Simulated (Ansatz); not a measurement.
# Mg (P6_3/mmc, 2 atoms in the cell): from the cell to its phonons

Wanted: phonon frequencies of Mg (P6_3/mmc, 2 atoms in the cell) and what follows from them.

Method: DFT PBEsol, scalar-relativistic, plane waves, PAW; PAW set soft_1, in Ansatz 0.2.0.

## Step 1: The starting structure

The structure is hexagonal, space group P6_3/mmc (No. 194). Conventional cell: a = 3.209 Å, b = 3.209 Å, c = 5.210 Å, α = 90.00°, β = 90.00°, γ = 120.00°. Nearest to Mg lie 12 Mg at 3.20 to 3.21 Å.

## Step 2: Bringing the structure to rest

The cell and atoms are relaxed, since residual forces and stress would shift the frequencies.

Contents of input.yaml:

```yaml
crystal:
  lattice:
    - [3.2093, 0.0, 0.0]
    - [-1.60465, 2.7793353284, 0.0]
    - [0.0, 0.0, 5.2103]
  atoms:
    - { symbol: Mg, position: [0.3333333333, 0.6666666667, 0.25] }
    - { symbol: Mg, position: [0.6666666667, 0.3333333333, 0.75] }
kpoints:
  mp_grid: { grid: [15, 15, 8] }
hamiltonian:
  xc: pbesol
  pseudopotentials: { kind: paw, azcp: { folder: soft_1 }, xc_functional: pbe }
scf:
  occupations: { method: gaussian, width: 0.1 }
output:
  forces: true
  stress: true
  eigenvalues: true
relax:
  adjacent_minimum: "off"
  f_tol: 0.005
  max_steps: 80
  cell: { stress_tol: 0.05 }
```

The run is started by

```
$ ansatz run input.yaml --threads 4 --pin off --max-ram 10240MiB --backend cpu --events-out ev --progress --plain --runs-dir out
```

Numbers of over 12 decimals in the logs are rounded to 6 here.

The log of the run:

```text
Engine: ansatz 0.2.0, aarch64-unknown-linux-gnu
Pseudopotentials: kind: paw
Pseudopotential: Mg, paw, valence charge 10, recommended cutoff 420 eV (normal), soft_1/Mg.paw.azcp
Functional definition: PBEsol
  exchange = pbesol_x
  correlation = pbesol_c
Crystal: 2 atoms, lattice volume = 46.474 Å³
Basis set: ecut = 420 eV, 941 PW (Γ), exchange–correlation on 48×48×72 points (8 copies of the dense FFT grid, shifted against one another)
Bands: 14, of which v1, the nominal top of the filled ones, is band 10 counted from 1 (9 counted from 0)
Symmetry: 24 space group operations
Space group: P63/mmc (ITA 194), of the structure as read, at distance tolerance 3.6e-5 Å
k-points: 135 of 1800
Non-local potential: Mg, projectors of the file, l = 0: 3, l = 1: 2, l = 2: 1
PAW form: soft (Blöchl's): semilocal exchange-correlation on the pseudo side does not see the compensation charge
PAW frozen core: Mg, regenerated for the run's functional, and the local potential with it (the file was generated under x = pbe(κ = 0.804, μ = 0.219515), c = pbe(β = 0.066725))
PAW one-centre angular grid: Mg, 110 points (default); XC on 64 Gauss nodes
Initial density: superposition of atomic densities (chi_scale 0.1, normalization cell)
Initial wavefunctions: pseudopotential atomic-orbital guess
Functional: x = pbesol(κ = 0.804, μ = 0.123457), c = pbesol(β = 0.046)
SCF iter   1: F=—  HF=-3824.130184 eV  |F-HF|=—  |Δ(HF+E_count)|=         —  Δρ=1.38e-2  dr2=1.19e-1  ethr=3.10e-3  ⟨swp⟩=5.1  Hψ=9795  notcnv=0
preconditioner: auto → none  [metal: Δε(μ)=0.017 eV  Ē_g=6.865 eV  σ=0.100 eV  W_gap=0.10  n_scr=8 (ndim 8)  ℏωp=10.9 eV  f_vac=0.000  D(μ)=1.00/eV (n_scr^D=2)  sad-step TF]
SCF iter   2: F=—  HF=-3824.118712 eV  |F-HF|=—  |Δ(HF+E_count)|=   1.15e-2  Δρ=9.69e-3  dr2=6.06e-2  ethr=5.96e-4  ⟨swp⟩=2.0  Hψ=3343  notcnv=0  defer=3
SCF iter   3: F=—  HF=-3824.100625 eV  |F-HF|=—  |Δ(HF+E_count)|=   1.81e-2  Δρ=1.63e-3  dr2=1.67e-3  ethr=3.03e-4  ⟨swp⟩=2.0  Hψ=2397  notcnv=0  defer=3
SCF iter   4: F=—  HF=-3824.100289 eV  |F-HF|=—  |Δ(HF+E_count)|=   3.36e-4  Δρ=1.21e-4  dr2=2.70e-6  ethr=8.34e-6  ⟨swp⟩=2.7  Hψ=3275  notcnv=0  defer=3
SCF iter   5: F=—  HF=-3824.100294 eV  |F-HF|=—  |Δ(HF+E_count)|=   5.41e-6  Δρ=1.37e-5  dr2=2.53e-8  ethr=5.00e-10  ⟨swp⟩=7.1  Hψ=9503  notcnv=0
SCF iter   6: F=-3824.100294 eV  HF=-3824.100294 eV  |F-HF|=1.45e-9  |Δ(HF+E_count)|=   2.26e-8  Δρ=2.28e-6  dr2=8.13e-10  ethr=1.26e-10  ⟨swp⟩=1.4  Hψ=5726  notcnv=0
SCF 1 converged in 6 iterations: F = -3824.100294 eV  dr2 = 8.13e-10
  greatest PAW one-centre occupation: 1.000 electrons in one spin orbital (limit 2), on the Mg atom at site 1 (counted from 0), in its partial waves of l = 0
relax step   1: F+E_penalty+E_count = -3824.10029406 eV  Δ(F+E_penalty+E_count) = +0.000e0 eV  max|allowed force component| = 3.701e-17 eV/Å  Δτ_max = 0.0000 Å  P = -1.141 GPa  Ω = 46.474 Å³  (6 SCF iters, dr2 threshold 1.00e-7 eV, accepted)
Crystal: 2 atoms, lattice volume = 45.282 Å³
Basis set: ecut = 420 eV, 905 PW (Γ), exchange–correlation on 48×48×72 points (8 copies of the dense FFT grid, shifted against one another)
Initial density: handed on by an earlier stage of this run
Initial wavefunctions: those handed on with the density
iter 1 solved again at ethr=2.08e-7 eV; its pass at ethr=3.10e-3 eV (dr2=4.17e-5 eV) is discarded
SCF iter   1: F=—  HF=-3824.106411 eV  |F-HF|=—  |Δ(HF+E_count)|=         —  Δρ=2.97e-4  dr2=4.09e-5  ethr=2.08e-7  ⟨swp⟩=2.8  Hψ=15088  notcnv=0
preconditioner: auto → none  [metal: Δε(μ)=0.018 eV  Ē_g=6.962 eV  σ=0.100 eV  W_gap=0.10  n_scr=8 (ndim 8)  ℏωp=11.0 eV  f_vac=0.000  D(μ)=0.95/eV (n_scr^D=2)]
SCF iter   2: F=—  HF=-3824.106371 eV  |F-HF|=—  |Δ(HF+E_count)|=   4.00e-5  Δρ=1.43e-4  dr2=8.76e-6  ethr=2.05e-7  ⟨swp⟩=1.0  Hψ=1890  notcnv=0
SCF iter   3: F=-3824.106361 eV  HF=-3824.106361 eV  |F-HF|=8.99e-9  |Δ(HF+E_count)|=   9.68e-6  Δρ=2.12e-6  dr2=1.37e-9  ethr=1.00e-9  ⟨swp⟩=4.9  Hψ=9897  notcnv=0
SCF 2 converged in 3 iterations: F = -3824.106361 eV  dr2 = 1.37e-9
relax step   2: F+E_penalty+E_count = -3824.10636114 eV  Δ(F+E_penalty+E_count) = -6.067e-3 eV  max|allowed force component| = 8.558e-17 eV/Å  Δτ_max = 0.0000 Å  P = -0.245 GPa  Ω = 45.282 Å³  energy of the carried Pulay correction = +3.924e-5 eV  (3 SCF iters, dr2 threshold 2.00e-7 eV, accepted)
Crystal: 2 atoms, lattice volume = 44.948 Å³
Basis set: ecut = 420 eV, 857 PW (Γ), exchange–correlation on 48×48×72 points (8 copies of the dense FFT grid, shifted against one another)
iter 1 solved again at ethr=3.41e-8 eV; its pass at ethr=3.10e-3 eV (dr2=6.82e-6 eV) is discarded
SCF iter   1: F=—  HF=-3824.106793 eV  |F-HF|=—  |Δ(HF+E_count)|=         —  Δρ=1.19e-4  dr2=7.15e-6  ethr=3.41e-8  ⟨swp⟩=3.1  Hψ=14424  notcnv=0
preconditioner: auto → none  [metal: Δε(μ)=0.032 eV  Ē_g=6.989 eV  σ=0.100 eV  W_gap=0.18  n_scr=8 (ndim 8)  ℏωp=11.1 eV  f_vac=0.000  D(μ)=0.96/eV (n_scr^D=2)]
SCF iter   2: F=—  HF=-3824.106777 eV  |F-HF|=—  |Δ(HF+E_count)|=   1.60e-5  Δρ=5.60e-5  dr2=1.46e-6  ethr=3.41e-8  ⟨swp⟩=1.0  Hψ=1890  notcnv=0
SCF iter   3: F=-3824.106776 eV  HF=-3824.106776 eV  |F-HF|=6.87e-10  |Δ(HF+E_count)|=   1.03e-6  Δρ=1.51e-6  dr2=6.50e-10  ethr=1.00e-9  ⟨swp⟩=3.8  Hψ=7930  notcnv=0
SCF 3 converged in 3 iterations: F = -3824.106776 eV  dr2 = 6.50e-10
relax step   3: F+E_penalty+E_count = -3824.10677633 eV  Δ(F+E_penalty+E_count) = -4.152e-4 eV  max|allowed force component| = 6.939e-17 eV/Å  Δτ_max = 0.0000 Å  P = +0.030 GPa  Ω = 44.948 Å³  energy of the carried Pulay correction = +5.067e-5 eV  (3 SCF iters, dr2 threshold 2.00e-7 eV, accepted)
Initial wavefunctions: pseudopotential atomic-orbital guess (no wavefunctions were taken with the density)
iter 1 solved again at ethr=1.73e-8 eV; its pass at ethr=3.10e-3 eV (dr2=3.45e-6 eV) is discarded
SCF iter   1: F=—  HF=-3824.106734 eV  |F-HF|=—  |Δ(HF+E_count)|=         —  Δρ=1.17e-5  dr2=1.02e-8  ethr=1.73e-8  ⟨swp⟩=3.4  Hψ=15790  notcnv=0
SCF iter   2: F=—  HF=-3824.106723 eV  |F-HF|=—  |Δ(HF+E_count)|=   1.17e-5  Δρ=4.90e-6  dr2=1.45e-9  ethr=5.08e-11  ⟨swp⟩=2.0  Hψ=3260  notcnv=0
SCF iter   3: F=—  HF=-3824.106723 eV  |F-HF|=—  |Δ(HF+E_count)|=   3.76e-9  Δρ=1.08e-6  dr2=7.57e-11  ethr=7.24e-12  ⟨swp⟩=2.0  Hψ=3228  notcnv=0
SCF iter   4: F=-3824.106723 eV  HF=-3824.106723 eV  |F-HF|=0.00e0  |Δ(HF+E_count)|=  3.24e-10  Δρ=6.94e-8  dr2=9.06e-13  ethr=1.00e-12  ⟨swp⟩=6.5  Hψ=8757  notcnv=0
SCF 4 converged in 4 iterations: F = -3824.106723 eV  dr2 = 9.06e-13
relax step   4: F+E_penalty+E_count = -3824.10672277 eV  Δ(F+E_penalty+E_count) = +5.356e-5 eV  max|allowed force component| = 6.245e-17 eV/Å  Δτ_max = 0.0000 Å  P = +0.031 GPa  Ω = 44.948 Å³  stress off target by 3.87e-2 GPa  SCF on the basis re-selected at this cell (its energy is not comparable with the rows above)  (4 SCF iters)
basis re-selected at this cell: Δ(F+E_penalty+E_count) = +5.356e-5 eV, ΔP = +0.001 GPa vs the last step (what re-selecting the basis moved, of the pressure what is left beyond the Pulay correction that the steps carried, after the strain that the cell walked since its last selection, with what the two solves' SCF thresholds leave and, on support functions, any second-order correction that the steps lacked; it is no m [...]
SCF converged after 4 iterations
Free energy (F): -3824.106723 eV
Harris-Foulkes:  -3824.106723 eV  (|F-HF|=0.00e0)
Internal energy: -3824.101930 eV  (E = F + TS)
E sigma→0 (E₀):  -3824.104326 eV
Entropy (-TS):   -0.004793 eV (-2.397 meV/atom)
Fermi energy:    5.734847 eV
--- Per-component energies (eV) ---
  E_band       = -709.502025
  E_kinetic    = 138.606444
  E_local      = -3411.228902  (includes V_loc(G=0)·N_el)
  E_nonlocal   = 391.930047
  E_hartree    = 1161.648820
  E_xc         = -51.511063
  E_vxc        = -66.755746  (∫ρ·V_xc dr)
  E_paw        = -580.037747  (= ΣΔE_a)
  E_vpaw       = -85.351201  (= ΣTr[D̂ρ^β])
  E_aug_tail   = -0.000294  (compensation charges beyond the density's cutoff)
  E_ewald      = -1473.626959
  E_core_change = 0.117725  (= ΣΔE_core)
  E_smearing   = -0.004793  (= −TS)
  E_closure    = 0.000000  (closes the sum)
  Σ components = -3824.106723   (vs F -3824.106723, Δ=0.00e0)
--- Forces (eV/Å), atoms counted from 1 ---
  atom   1  Mg    -0.00000000     0.00000000     0.00000000
  atom   2  Mg     0.00000000    -0.00000000    -0.00000000
  max |Σ_I F_I| component: 4.63e-18 eV/Å
--- Stress (GPa, compression-positive) ---
        0.038722      -0.000000       0.000000
        0.000000       0.038722       0.000000
        0.000000       0.000000       0.017048
  P = ⅓ Tr σ = 0.0315 GPa (0.315 kbar)
--- Band table (eV; the first three rows and the last of 135) ---
  k-point 0: bands = [... 6 lower, -36.8051, -36.8051, -1.2804, 4.0930, 4.6220, 16.6430, 16.6430, 16.7716]
  k-point 1: bands = [... 6 lower, -36.8053, -36.8053, -1.1897, 3.0399, 5.8301, 16.7136, 16.7136, 16.8315]
  k-point 2: bands = [... 6 lower, -36.8060, -36.8060, -0.9184, 1.9199, 7.4152, 15.0891, 16.9180, 16.9180]
  k-point 134: bands = [... 6 lower, -36.8121, -36.8121, 5.9031, 5.9031, 6.3814, 6.3814, 7.2929, 7.2929]
--- Relaxed structure (3 steps of the walk, 3 accepted, 1 SCFs on fresh bases) ---
  F+E_penalty+E_count = -3824.10672277 eV   max|allowed force component| = 6.245e-17 eV/Å   (the final SCF, on the basis selected at the relaxed cell)
  cell:  # Å, volume = 44.9484 Å³
    - [3.187710, 0.0, 0.0]
    - [-1.593855, 2.760638, 0.0]
    - [0.0, 0.0, 5.107709]
  atoms:
    - { symbol: Mg, position: [0.333333, 0.666667, 0.25] }
    - { symbol: Mg, position: [0.666667, 0.333333, 0.75] }
```

It took 4.4 s on 4 threads of Arm Neoverse V1, shared host; peak memory 0.37 GiB; 16 s of CPU time.

Relaxation path:

| step | energy less that of the first step (eV) | largest force component (eV/Å) | pressure (GPa) | volume (Å³) |
| --- | --- | --- | --- | --- |
| 1 | 0.0000 | 0.0000 | -1.14 | 46.47 |
| 2 | -0.0061 | 0.0000 | -0.24 | 45.28 |
| 3 | -0.0065 | 0.0000 | 0.03 | 44.95 |
| 4* | -0.0064 | 0.0000 | 0.03 | 44.95 |

Relaxation steps marked * repeat the geometry before them on a plane-wave basis chosen anew for their cell, so energy and pressure can jump there.

The run keeps the 24 symmetry operations that it works with, so distortions that break them were not tested.

| conventional cell, symmetrised | before | after | change |
| --- | --- | --- | --- |
| a (Å) | 3.209 | 3.188 | -0.7 % |
| b (Å) | 3.209 | 3.188 | -0.7 % |
| c (Å) | 5.210 | 5.108 | -2.0 % |
| volume (Å³/atom) | 23.24 | 22.47 | -3.3 % |

Final coordinates:

```cif
data_structure
_symmetry_space_group_name_H-M 'P 1'
_symmetry_Int_Tables_number 1
_cell_length_a 3.1877
_cell_length_b 3.1877
_cell_length_c 5.1077
_cell_angle_alpha 90.000
_cell_angle_beta 90.000
_cell_angle_gamma 120.000
_cell_volume 44.95
loop_
_atom_site_label
_atom_site_type_symbol
_atom_site_fract_x
_atom_site_fract_y
_atom_site_fract_z
_atom_site_occupancy
Mg1 Mg 0.33333 0.66667 0.25000 1
Mg2 Mg 0.66667 0.33333 0.75000 1
```

This step gave:

* pressure: 0.03150 GPa
* volume per atom: 22.47 Å³
* gap on the k-mesh: 0 eV

In this step the volume went from 23.24 to 22.47 Å³/atom.

## Step 3: Tight relaxation

Phonons need a cell at rest on their own settings, so the relaxation is repeated with tight tolerances on forces and stress, using the mesh and the filling of the phonon run that follows.

input.yaml, the sections that differ from step 2:

```yaml
crystal:
  lattice:
    - [3.18771012, 0.0, 0.0]
    - [-1.59385506, 2.7606379438, 0.0]
    - [0.0, 0.0, 5.1077088291]
  atoms:
    - { symbol: Mg, position: [0.3333333333, 0.6666666667, 0.25] }
    - { symbol: Mg, position: [0.6666666667, 0.3333333333, 0.75] }
scf:
  occupations: { method: methfessel_paxton, width: 0.2 }
output:
  forces: true
  stress: true
  eigenvalues: true
  write_density: true
  write_potential: true
  elf: true
  volumetric_format: npy
relax:
  adjacent_minimum: "off"
  f_tol: 0.001
  max_steps: 60
  cell: { stress_tol: 0.01 }
# kpoints, hamiltonian: as in step 2
```

The log of the run:

```text
[...]
Crystal: 2 atoms, lattice volume = 44.948 Å³
Basis set: ecut = 420 eV, 857 PW (Γ), exchange–correlation on 48×48×72 points (8 copies of the dense FFT grid, shifted against one another)
Bands: 14, of which v1, the nominal top of the filled ones, is band 10 counted from 1 (9 counted from 0)
Symmetry: 24 space group operations
[...]
k-points: 135 of 1800
[...]
k-point 134: bands = [... 6 lower, -36.8187, -36.8187, 5.8921, 5.8921, 6.3739, 6.3739, 7.2776, 7.2776]
--- Relaxed structure (3 steps of the walk, 3 accepted, 1 SCFs on fresh bases) ---
[...]
cell:  # Å, volume = 44.9780 Å³
    - [3.190832, 0.0, 0.0]
    - [-1.595416, 2.763342, 0.0]
    - [0.0, 0.0, 5.101071]
  atoms:
    - { symbol: Mg, position: [0.333333, 0.666667, 0.25] }
    - { symbol: Mg, position: [0.666667, 0.333333, 0.75] }
[key lines of the parts left out:]
SCF converged after 4 iterations
Free energy (F): -3824.104957 eV
Fermi energy:    5.725745 eV
P = ⅓ Tr σ = 0.0029 GPa (0.029 kbar)
```

Elapsed: 4.5 s, on 4 threads; peak memory 0.36 GiB.

The steps of the relaxation:

| step | energy less that of the first step (eV) | largest force component (eV/Å) | pressure (GPa) | volume (Å³) |
| --- | --- | --- | --- | --- |
| 1 | 0.0000 | 0.0000 | 0.03 | 44.95 |
| 2 | 0.0000 | 0.0000 | 0.00 | 44.98 |
| 3 | 0.0000 | 0.0000 | 0.00 | 44.98 |
| 4* | 0.0000 | 0.0000 | 0.00 | 44.98 |

Relaxation steps marked * repeat the geometry before them on a plane-wave basis chosen anew for their cell, so energy and pressure can jump there.

Forces are held to the 24 operations that the run works with; a distortion that breaks them can't arise in this run.

| conventional cell, symmetrised | before | after | change |
| --- | --- | --- | --- |
| a (Å) | 3.188 | 3.191 | +0.1 % |
| b (Å) | 3.188 | 3.191 | +0.1 % |
| c (Å) | 5.108 | 5.101 | -0.1 % |
| volume (Å³/atom) | 22.47 | 22.49 | +0.1 % |

Final coordinates:

```cif
data_structure
_symmetry_space_group_name_H-M 'P 1'
_symmetry_Int_Tables_number 1
_cell_length_a 3.1908
_cell_length_b 3.1908
_cell_length_c 5.1011
_cell_angle_alpha 90.000
_cell_angle_beta 90.000
_cell_angle_gamma 120.000
_cell_volume 44.98
loop_
_atom_site_label
_atom_site_type_symbol
_atom_site_fract_x
_atom_site_fract_y
_atom_site_fract_z
_atom_site_occupancy
Mg1 Mg 0.33333 0.66667 0.25000 1
Mg2 Mg 0.66667 0.33333 0.75000 1
```

Numbers from this step:

| Property | Result |
| --- | --- |
| pressure | 0.002878 GPa |
| volume per atom | 22.49 Å³ |

Valence density in the ac plane at fractional y = 0.333, with atoms of Mg within 0.2 Å of it. It is the smooth field of the valence electrons, not physical close to the nuclei.

Ten steps, logarithmic in the rise over the least value, from '0' (0 e/Å³) to '9' (26 e/Å³):
```
0000000000000000
0000000000000000
0000000001121000
0000000014665200
0000000047887510
0000000158999620
0000000158999620
0000000047887510
0000000014665200
0000000001121000
0000000000000000
0000000000000000
0000000000000000
0000000000000000
0000000000000000
0000000000000000
0000000000000000
0000000000000000
0000000000000000
0000000000000000
0000000000000000
0000000000000000
0000000000000000
0000000000000000
0000000000000000
0000000000000000
```
Columns run along a (3.2 Å), rows up along c (5.1 Å). Atoms in or near the plane, at fractional coordinates: Mg at (0.67, 0.75).

Electrostatic potential energy in the ac plane at fractional y = 0.333, with atoms of Mg within 0.2 Å of it. With pseudopotentials it is smooth inside the atoms' cores, unlike the true potential.

Ten even steps from '0' (-69 eV) to '9' (8 eV):
```
9999999999999999
9999999998888999
9999999987666889
9999999864223589
9999998740000368
9999998630000158
9999998630000158
9999998740000368
9999999864223589
9999999987666889
9999999998888999
9999999999999999
9999999999999999
9999999999999999
9999999999999999
9999999999999999
9999999999999999
9988899999999999
9888899999999999
9888899999999999
9988899999999999
9999999999999999
9999999999999999
9999999999999999
9999999999999999
9999999999999999
```
Columns run along a (3.2 Å; values clipped at the 3rd and 97th percentile), rows up along c (5.1 Å). Atoms in or near the plane, at fractional coordinates: Mg at (0.67, 0.75).

ELF in the ac plane at fractional y = 0.333, with atoms of Mg within 0.2 Å of it. It is the smooth field of the valence electrons, not physical close to the nuclei.

Ten even steps from '0' (0.05) to '9' (0.68):
```
7777777532111356
6777775200000014
4777752001221001
2678740014554200
1578620044334410
1578620143112420
1578620143112420
1578620044334410
2678740014554200
4777752001221001
6777775200000014
7777777532111356
7777777776556777
7666677888888888
6544467889999987
4322246789999986
2100124689999975
1000013689999974
1000012589999873
1000012589999873
1000013689999974
2100124689999975
4322246789999986
6544467889999987
7666677888888888
7777777776556777
```
Columns run along a (3.2 Å), rows up along c (5.1 Å). Atoms in or near the plane, at fractional coordinates: Mg at (0.67, 0.75).

The forces vanish by symmetry and the pressure is 0.003 GPa, within the tolerances set. The cell now holds 22.49 Å³/atom.

(Part 1 of 2 ends here.)

[Logs are printed without paths, hosts, clocks, repeated set-up lines and the standing remarks that a program may print on its own settings, such as how far it seeks lower states.]

[Hosts, paths, dates, database ids (printed as entryN), source tags and the programs' standing remarks are cut or masked in the printed files.]
